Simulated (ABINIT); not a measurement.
# Be3N2 (R3m): G0W0 with ABINIT, start to end, part 2 of 3

Aim: the G0W0 gap of Be3N2 (R3m) on LDA, step by step.

ABINIT 10.8.3; LDA and many-body steps on it, plane waves. Known limits of the many-body steps: not at the basis limit.

So far. Step 2 (Ground state): The gap is indirect, with the least direct gap 1.06 eV higher.

## (3) Bands along the symmetry lines

Level of this step: DFT, LDA, plane waves, norm-conserving pseudopotentials (ABINIT).

Levels along a band path, at the cheap level, show where the edges lie and whether the meshes to come will hold them.

File run.abi:

```
acell 3*1.0 Angstrom
rprim 
  1.419805055509 0.819724830995 4.866215662800
  -1.419805055509 0.819724830995 4.866215662800
  -0.000000000000 -1.639449661990 4.866215662800
ntypat 2
znucl 4 7
natom 5
typat 1 1 1 2 2
xred 
  0.859001080000 0.859001080000 0.859001080000
  0.317694560000 0.317694560000 0.317694560000
  0.088806770000 0.088806770000 0.088806770000
  0.204162680000 0.204162680000 0.204162680000
  0.708434910000 0.708434910000 0.708434910000
pp_dirpath "pseudos"
pseudos "Be.upf, N.upf"
ecut 38
iscf -2
irdden 1
kptopt 0
nkpt 59
kpt 
  0.00000000 0.00000000 0.00000000
  -0.06250000 -0.06250000 -0.06250000
  -0.12500000 -0.12500000 -0.12500000
  -0.18750000 -0.18750000 -0.18750000
  -0.25000000 -0.25000000 -0.25000000
  -0.31250000 -0.31250000 -0.31250000
  -0.37500000 -0.37500000 -0.37500000
  -0.43750000 -0.43750000 -0.43750000
  -0.50000000 -0.50000000 -0.50000000
  -0.50000000 -0.46069801 -0.53930199
  -0.50000000 -0.42139603 -0.57860398
  -0.50000000 -0.38209404 -0.61790596
  -0.50000000 -0.34279205 -0.65720795
  -0.50000000 -0.30349006 -0.69650994
  -0.50000000 -0.26418808 -0.73581192
  -0.50000000 -0.22488609 -0.77511391
  -0.50000000 -0.18558410 -0.81441590
  -0.18558410 0.18558410 -0.50000000
  -0.16238609 0.16238609 -0.50000000
  -0.13918807 0.13918807 -0.50000000
  -0.11599006 0.11599006 -0.50000000
  -0.09279205 0.09279205 -0.50000000
  -0.06959404 0.06959404 -0.50000000
  -0.04639603 0.04639603 -0.50000000
  -0.02319801 0.02319801 -0.50000000
  0.00000000 0.00000000 -0.50000000
  0.00000000 0.00000000 -0.43750000
  0.00000000 0.00000000 -0.37500000
  0.00000000 0.00000000 -0.31250000
  0.00000000 0.00000000 -0.25000000
  0.00000000 0.00000000 -0.18750000
  0.00000000 0.00000000 -0.12500000
  0.00000000 0.00000000 -0.06250000
  0.00000000 0.00000000 0.00000000
  0.00000000 0.04284901 -0.04284901
  0.00000000 0.08569801 -0.08569801
  0.00000000 0.12854702 -0.12854702
  0.00000000 0.17139603 -0.17139603
  0.00000000 0.21424503 -0.21424503
  0.00000000 0.25709404 -0.25709404
  0.00000000 0.29994304 -0.29994304
  0.00000000 0.34279205 -0.34279205
  -0.34279205 0.00000000 -0.65720795
  -0.36244304 0.00000000 -0.63755696
  -0.38209404 0.00000000 -0.61790596
  -0.40174503 0.00000000 -0.59825497
  -0.42139603 0.00000000 -0.57860398
  -0.44104702 0.00000000 -0.55895298
  -0.46069801 0.00000000 -0.53930199
  -0.48034901 0.00000000 -0.51965099
  -0.50000000 0.00000000 -0.50000000
  -0.43750000 0.00000000 -0.43750000
  -0.37500000 0.00000000 -0.37500000
  -0.31250000 0.00000000 -0.31250000
  -0.25000000 0.00000000 -0.25000000
  -0.18750000 0.00000000 -0.18750000
  -0.12500000 0.00000000 -0.12500000
  -0.06250000 0.00000000 -0.06250000
  0.00000000 0.00000000 0.00000000
istwfk *1
nband 22
nbdbuf 6
tolwfr 1e-07
nstep 50
prtwf 0
prtvol 0
indata_prefix "in"
outdata_prefix "out"
tmpdata_prefix "tmp"
```

The run is started by

```console
$ OMP_NUM_THREADS=1 mpirun -n 4 abinit run.abi > log
```

Numbers of over 12 decimals in the logs are rounded to 6 here.

What it wrote:

```text
.Version 10.8.3 of ABINIT. v10.8.2 released Aug 2026.

 Symmetries : space group R3 m (#160); Bravais hR (rhombohedral)
[... echo of the input left out ...]
== DATASET  1 ==================================================================
-   mpi_nproc: 4, omp_nthreads: 1 (-1 if OMP is not activated)

--- !DatasetInfo
iteration_state: {dtset: 1, }
dimensions: {natom: 5, nkpt: 59, mband: 22, nsppol: 1, nspinor: 1, nspden: 1, mpw: 2596, }
cutoff_energies: {ecut:  38.0, pawecutdg:  -1.0, }
electrons: {nelect:   2.20000000E+01, charge:   0.00000000E+00, occopt:   1.00000000E+00, tsmear:   1.00000000E-02, }

 Real(R)+Recip(G) space primitive vectors, cartesian coordinates (Bohr,Bohr^-1):
 R(1)=  2.6830427  1.5490554  9.1958149  G(1)=  0.1863556  0.1075924  0.0362484
 R(2)= -2.6830427  1.5490554  9.1958149  G(2)= -0.1863556  0.1075924  0.0362484
 R(3)=  0.0000000 -3.0981109  9.1958149  G(3)=  0.0000000 -0.2151849  0.0362484
 Unit cell volume ucvol=  2.2931687E+02 bohr^3
 Angles (23,13,12)=  3.21025619E+01  3.21025619E+01  3.21025619E+01 degrees

 getcut: wavevector=  0.0000  0.0000  0.0000  ngfft=  54  54  54
         ecut(hartree)=     38.000   => boxcut(ratio)=   2.00551

--- Pseudopotential description ------------------------------------------------
- Be Generated using ONCVPSP code by D. R. Hamann
-  4.00000   4.00000  180309                  znucl, zion, pspdat
12 -1012 1 -1 1358                            pspcod,pspxc,lmax,lloc,mmax
     nproj     2     2
  pspatm : epsatm=    2.74190561
         --- l  ekb(1:nproj) -->
             0   -6.571987   -2.339039
             1   -2.528806   -0.553493
 pspatm: atomic psp has been read  and splines computed

- N Generated using ONCVPSP code by D. R. Hamann
-  7.00000   5.00000  180309                  znucl, zion, pspdat
12 -1012 1 -1 1058                            pspcod,pspxc,lmax,lloc,mmax
     nproj     2     2
  pspatm : epsatm=    5.30777321
         --- l  ekb(1:nproj) -->
             0    7.408032    0.617798
[...]
pspatm: atomic psp has been read  and splines computed

--------------------------------------------------------------------------------

================================================================================
 prteigrs : about to open file out_EIG
 Non-SCF case, kpt    1 (  0.00000  0.00000  0.00000), residuals and eigenvalues=
  4.55E-08  5.36E-08  8.45E-09  1.38E-08  4.32E-08  1.75E-08  4.13E-08  7.78E-08
  6.93E-08  1.28E-08  2.14E-08  1.61E-08  1.92E-08  1.43E-08  3.57E-08  1.54E-08
  3.61E-08  3.33E-08  7.92E-09  2.58E-07  7.04E-06  2.84E-06
 -3.3490E+00 -3.3435E+00 -3.2990E+00 -3.7822E-01 -2.9671E-01 -6.0718E-02
  1.7390E-01  1.7390E-01  2.0138E-01  2.1804E-01  2.1804E-01  4.4352E-01
[...]
6.7589E-01  8.0391E-01  8.0392E-01  8.1612E-01
 Non-SCF case, kpt    2 ( -0.06250 -0.06250 -0.06250), residuals and eigenvalues=
[...]
Non-SCF case, kpt    3 ( -0.12500 -0.12500 -0.12500), residuals and eigenvalues=
[...]
6.7522E-01  7.9270E-01  7.9270E-01  8.2495E-01
[...]
Non-SCF case, kpt   58 ( -0.06250  0.00000 -0.06250), residuals and eigenvalues=
[...]
Non-SCF case, kpt   59 (  0.00000  0.00000  0.00000), residuals and eigenvalues=
[...]
--- !ResultsGS
iteration_state: {dtset: 1, }
comment   : Summary of ground state results
lattice_vectors:
- [  2.6830427,   1.5490554,   9.1958149, ]
- [ -2.6830427,   1.5490554,   9.1958149, ]
- [ -0.0000000,  -3.0981109,   9.1958149, ]
lattice_lengths: [   9.70367,    9.70367,    9.70367, ]
lattice_angles: [ 32.103,  32.103,  32.103, ] # degrees, (23, 13, 12)
lattice_volume:   2.2931687E+02
convergence: {deltae:  0.000E+00, res2:  0.000E+00, residm:  9.952E-08, diffor:  0.000E+00, }
etotal    :  -6.24339894E+01
entropy   :   0.00000000E+00
fermie    :   2.18036431E-01
cartesian_stress_tensor: null
pressure_GPa: null
xred      :
- [  8.5900E-01,   8.5900E-01,   8.5900E-01, Be]
- [  3.1769E-01,   3.1769E-01,   3.1769E-01, Be]
- [  8.8807E-02,   8.8807E-02,   8.8807E-02, Be]
- [  2.0416E-01,   2.0416E-01,   2.0416E-01,  N]
- [  7.0843E-01,   7.0843E-01,   7.0843E-01,  N]
cartesian_forces: null
force_length_stats: {min: null, max: null, mean: null, }

 Integrated electronic density in atomic spheres:
 ------------------------------------------------
 Atom  Sphere_radius  Integrated_density
[...]
================================================================================

 ----iterations are completed or convergence reached----

 Mean square residual over all n,k,spin=   43.463E-09; max=  99.520E-09
 reduced coordinates (array xred) for    5 atoms
[...]
0.204162680000      0.204162680000      0.204162680000
       0.708434910000      0.708434910000      0.708434910000

 cartesian coordinates (angstrom) at end:
[...]
4     -0.000000     0.000000     2.980499
    5      0.000000     0.000000    10.342191
 length scales=  1.889726125908  1.889726125908  1.889726125908 bohr
              =  1.000000000000  1.000000000000  1.000000000000 angstroms
 prteigrs : about to open file out_EIG
 Eigenvalues (hartree) for nkpt=  59  k points:
 kpt#   1, nband= 22, wtk=  1.00000, kpt=  0.0000  0.0000  0.0000 (reduced coord)
[...]
kpt#   2, nband= 22, wtk=  1.00000, kpt= -0.0625 -0.0625 -0.0625 (reduced coord)
[...]
kpt#   3, nband= 22, wtk=  1.00000, kpt= -0.1250 -0.1250 -0.1250 (reduced coord)
[...]
kpt#  58, nband= 22, wtk=  1.00000, kpt= -0.0625  0.0000 -0.0625 (reduced coord)
[...]
0.63282    0.65123    0.69535    0.79643    0.79724    0.80721
 kpt#  59, nband= 22, wtk=  1.00000, kpt=  0.0000  0.0000  0.0000 (reduced coord)
  -3.34903   -3.34347   -3.29904   -0.37822   -0.29671   -0.06072    0.17390    0.17390
   0.20138    0.21804    0.21804    0.44352    0.50542    0.51990    0.51990    0.61111
   0.64400    0.64400    0.67589    0.80391    0.80392    0.81612

== END DATASET(S) ==============================================================
================================================================================

 -outvars: echo values of variables after computation  --------
            nband          22
             nkpt          59
          spgroup         160
 [... the other variables as echoed above ...]

 Calculation completed.
```

It took 23 s on 4 MPI ranks of Arm Neoverse V1, shared host; peak memory 0.33 GiB.

This step gave:

* gap: 2.731 eV
* k of the valence top: 0, 0, 0
* k of the conduction bottom: -0.5, 0, -0.5
* least direct gap: 3.792 eV

The gap is 2.731 eV, as in the run before at this level.

Electronic bands along the path, in eV, zero at the top of the highest filled band:

```csv
point,band 8,band 9,band 10,band 11,band 12,band 13,band 14,band 15
Γ,-1.20,-0.45,0.00,0.00,6.14,7.82,8.21,8.21
halfway,-1.11,-1.11,-0.15,-0.15,6.70,8.20,8.56,8.56
T,-0.98,-0.98,-0.34,-0.34,7.02,8.80,8.98,8.98
halfway,-3.96,-2.40,-1.65,-1.28,5.81,7.56,9.55,9.95
H2,-4.74,-3.69,-3.00,-1.83,5.01,6.81,9.93,11.60
jump to H0,-4.74,-3.69,-3.00,-1.83,5.01,6.81,9.93,11.60
halfway,-4.11,-3.84,-3.36,-2.15,6.14,7.44,9.17,11.15
L,-3.69,-3.08,-3.01,-2.10,5.48,6.56,10.28,10.42
halfway,-2.82,-2.23,-1.19,-1.05,6.72,7.42,9.54,10.18
Γ,-1.20,-0.45,0.00,0.00,6.14,7.82,8.21,8.21
halfway,-3.53,-3.09,-2.06,-0.65,7.11,8.04,9.37,9.74
S0,-4.88,-3.66,-3.06,-1.88,5.07,7.12,9.36,11.95
jump to S2,-4.88,-3.66,-3.06,-1.88,5.07,7.12,9.36,11.95
halfway,-4.63,-3.32,-2.23,-1.28,3.69,7.88,8.58,9.91
F,-3.50,-3.50,-1.34,-1.06,2.73,7.64,8.89,9.50
halfway,-3.12,-2.53,-0.78,-0.76,5.97,7.72,9.42,9.79
Γ,-1.20,-0.45,0.00,0.00,6.14,7.82,8.21,8.21
```

## (4) Empty states on the mesh, 6×6×6 mesh, 82 bands

The sums over transitions need many empty states on a uniform mesh; this step solves for them.

File run.abi:

```
acell 3*1.0 Angstrom
rprim 
  1.419805055509 0.819724830995 4.866215662800
  -1.419805055509 0.819724830995 4.866215662800
  -0.000000000000 -1.639449661990 4.866215662800
ntypat 2
znucl 4 7
natom 5
typat 1 1 1 2 2
xred 
  0.859001080000 0.859001080000 0.859001080000
  0.317694560000 0.317694560000 0.317694560000
  0.088806770000 0.088806770000 0.088806770000
  0.204162680000 0.204162680000 0.204162680000
  0.708434910000 0.708434910000 0.708434910000
pp_dirpath "pseudos"
pseudos "Be.upf, N.upf"
ecut 38
ngkpt 6 6 6
nshiftk 1
shiftk 0 0 0
kptopt 1
chksymbreak 0
irdden 1
istwfk *1
nband 82
prtvol 0
optdriver 6
gwr_task "HDIAGO"
paral_kgb 0
occopt 1
indata_prefix "in"
outdata_prefix "out"
tmpdata_prefix "tmp"
```

What it wrote:

```text
[banner, memory and clock lines left out]
.Version 10.8.3 of ABINIT. v10.8.2 released Aug 2026.

 Symmetries : space group R3 m (#160); Bravais hR (rhombohedral)
[... echo of the input left out ...]
== DATASET  1 ==================================================================
-   mpi_nproc: 4, omp_nthreads: 1 (-1 if OMP is not activated)

--- !DatasetInfo
iteration_state: {dtset: 1, }
dimensions: {natom: 5, nkpt: 32, mband: 82, nsppol: 1, nspinor: 1, nspden: 1, mpw: 2589, }
cutoff_energies: {ecut:  38.0, pawecutdg:  -1.0, }
electrons: {nelect:   2.20000000E+01, charge:   0.00000000E+00, occopt:   1.00000000E+00, tsmear:   1.00000000E-02, }

.Using double precision arithmetic; gwpc =  8

- Reading GS density from: in_DEN

--- Pseudopotential description ------------------------------------------------
- Be Generated using ONCVPSP code by D. R. Hamann
-  4.00000   4.00000  180309                  znucl, zion, pspdat
12 -1012 1 -1 1358                            pspcod,pspxc,lmax,lloc,mmax
     nproj     2     2
  pspatm : epsatm=    2.74190561
         --- l  ekb(1:nproj) -->
             0   -6.571987   -2.339039
             1   -2.528806   -0.553493
 pspatm: atomic psp has been read  and splines computed

- N Generated using ONCVPSP code by D. R. Hamann
-  7.00000   5.00000  180309                  znucl, zion, pspdat
12 -1012 1 -1 1058                            pspcod,pspxc,lmax,lloc,mmax
     nproj     2     2
  pspatm : epsatm=    5.30777321
         --- l  ekb(1:nproj) -->
             0    7.408032    0.617798
             1   -4.361519   -1.032581
 pspatm: atomic psp has been read  and splines computed

   4.14507792E+02                                ecore*ucvol(ha*bohr**3)

 Total charge density [el/Bohr^3]
)     Maximum=    4.4934E+00  at reduced coord.    0.8519    0.8519    0.8704
)     Minimum=    8.8258E-03  at reduced coord.    0.4630    0.4630    0.4630
   Integrated=    2.2000E+01

 === KS gaps after direct diagonalization ===
 Indirect band gap semiconductor
 Fundamental gap:     2.731 (eV)
   VBM:     5.933 (eV) at k: [ 0.0000E+00,  0.0000E+00,  0.0000E+00]
   CBM:     8.664 (eV) at k: [ 5.0000E-01,  5.0000E-01,  0.0000E+00]
 Direct gap:         3.792 (eV) at k: [ 5.0000E-01,  5.0000E-01,  0.0000E+00]

== END DATASET(S) ==============================================================

 -outvars: echo values of variables after computation  --------
           etotal      0.0000000000E+00
            nband          82
             nkpt          32
          spgroup         160
 [... the other variables as echoed above ...]

 Calculation completed.
```

Wall time 2.3 min (4 MPI ranks); peak memory 1.7 GiB.

Numbers from this step:

| Property | Result |
| --- | --- |
| gap | 2.731 eV |
| k of the valence top | 0, 0, 0 |
| k of the conduction bottom | 0.5, 0.5, 0 |
| least direct gap | 3.792 eV |
| k points computed | 32 |
| lowest point of the top converged band, above the valence top | 73.7374 eV |

On this mesh the gap is 2.731 eV.

## (5) Screening, 6×6×6 mesh, 74 bands, screening to 130.6 eV

The RPA dielectric matrix is built and inverted for each q.

This step: RPA screening on LDA, plane waves, norm-conserving pseudopotentials.

Changes to run.abi since step 4:

```diff
@@ -23,10 +23,11 @@
 chksymbreak 0
-irdden 1
 istwfk *1
-nband 82
-prtvol 0
-optdriver 6
-gwr_task "HDIAGO"
-paral_kgb 0
 occopt 1
+irdwfk 1
+optdriver 3
+nband 74
+ecuteps 4.8
+inclvkb 2
+awtr 1
+symchi 1
 indata_prefix "in"
```

What it wrote:

```text
.Version 10.8.3 of ABINIT. v10.8.2 released Aug 2026.

 Symmetries : space group R3 m (#160); Bravais hR (rhombohedral)
[... echo of the input left out ...]
== DATASET  1 ==================================================================
-   mpi_nproc: 4, omp_nthreads: 1 (-1 if OMP is not activated)

--- !DatasetInfo
iteration_state: {dtset: 1, }
dimensions: {natom: 5, nkpt: 32, mband: 74, nsppol: 1, nspinor: 1, nspden: 1, mpw: 2589, }
cutoff_energies: {ecut:  38.0, pawecutdg:  -1.0, }
electrons: {nelect:   2.20000000E+01, charge:   0.00000000E+00, occopt:   1.00000000E+00, tsmear:   1.00000000E-02, }

 SCREENING: Calculation of the susceptibility and dielectric matrices

 Based on a program developped by R.W. Godby, V. Olevano, G. Onida, and L. Reining.
 Incorporated in ABINIT by V. Olevano, G.-M. Rignanese, and M. Torrent.
.Using double precision arithmetic ; gwpc =  8

[... cell and pseudopotentials left out ...]
--------------------------------------------------------------------------------

 ==== K-mesh for the wavefunctions ====
 Number of points in the irreducible wedge :    32
[... list of points left out ...]
 Together with  6 symmetry operations and time-reversal symmetry
 yields   216 points in the full Brillouin Zone.

 ==== Q-mesh for the screening function ====
 Number of points in the irreducible wedge :    32
[... list of points left out ...]
 Together with  6 symmetry operations and time-reversal symmetry
 yields   216 points in the full Brillouin Zone.

 setmesh: FFT mesh size selected  =    36x   36x   36
          total number of points  =        46656

 vcoul_init : cutoff-mode = AUXILIARY_FUNCTION
 q-points for optical limit:   1
     1)      0.000010    0.000020    0.000030

- screening: taking advantage of time-reversal symmetry
- Maximum band index for partially occupied states nbvw = 11
- Remaining bands to be divided among processors   nbcw = 63
- Number of bands treated by each node ~15

 Number of electrons calculated from density =   22.0000; Expected =   22.0000
 average of density, n =  0.095937
 r_s =    1.3551
 omega_plasma =   29.8778 [eV]

 calculating chi0 at frequencies [eV] :
  1    0.000000E+00    0.000000E+00
  2    0.000000E+00    2.987782E+01

--------------------------------------------------------------------------------
  q-point number  1        q = ( 0.000000, 0.000000, 0.000000) [r.l.u.]
--------------------------------------------------------------------------------
[... chi0 elements left out ...]
 For q-point:  0.000010 0.000020 0.000030
  dielectric constant =   4.5294
  dielectric constant without local fields =   4.9259

  Average fulfillment of the sum rule on Im[epsilon] for q-point    1 :     69.55  [%]
[... wings left out ...]
  q-point number  2        q = ( 0.166667, 0.000000, 0.000000) [r.l.u.]
--------------------------------------------------------------------------------
[... chi0 elements left out ...]
  Average fulfillment of the sum rule on Im[epsilon] for q-point    2 :     80.21  [%]

 [... 30 further q-points ...]
```

Elapsed: 9.1 min, on 4 MPI ranks; peak memory 3 GiB.

Numbers from this step:

```yaml
eps_infinity_with_local_fields_on_this_mesh_along_the_program_s_q_direction: 4.529
the_same_without_local_fields: 4.926
plasma_frequency: 29.88 eV
plane_waves_in_the_screening_matrix: 111
```

Local fields lower ε∞ by 8 %.

(Continued in part 3 of 3.)

[Paths, hosts, dates, memory and timing lines, banners, echoed tables and standing remarks are left out of the program output.]

[Logs are printed without paths, hosts, clocks, repeated set-up lines and the standing remarks that a program may print on its own settings, such as how far it seeks lower states.]

[Runs of the session that timed out or met a known fault of the program may be left out.]

[Hosts, paths, dates, database ids (printed as entryN), source tags and the programs' standing remarks are cut or masked in the printed files.]

[G0W0 gaps are taken among the corrected bands and points alone; a level outside them can change the order at an edge.]

[Where Ansatz stands beside ABINIT at settings called matched, ABINIT's density can come from a denser mesh and the files from another edition; pairs whose starting gaps differed by over 0.03 eV were left out, so agreement reads better than it is.]
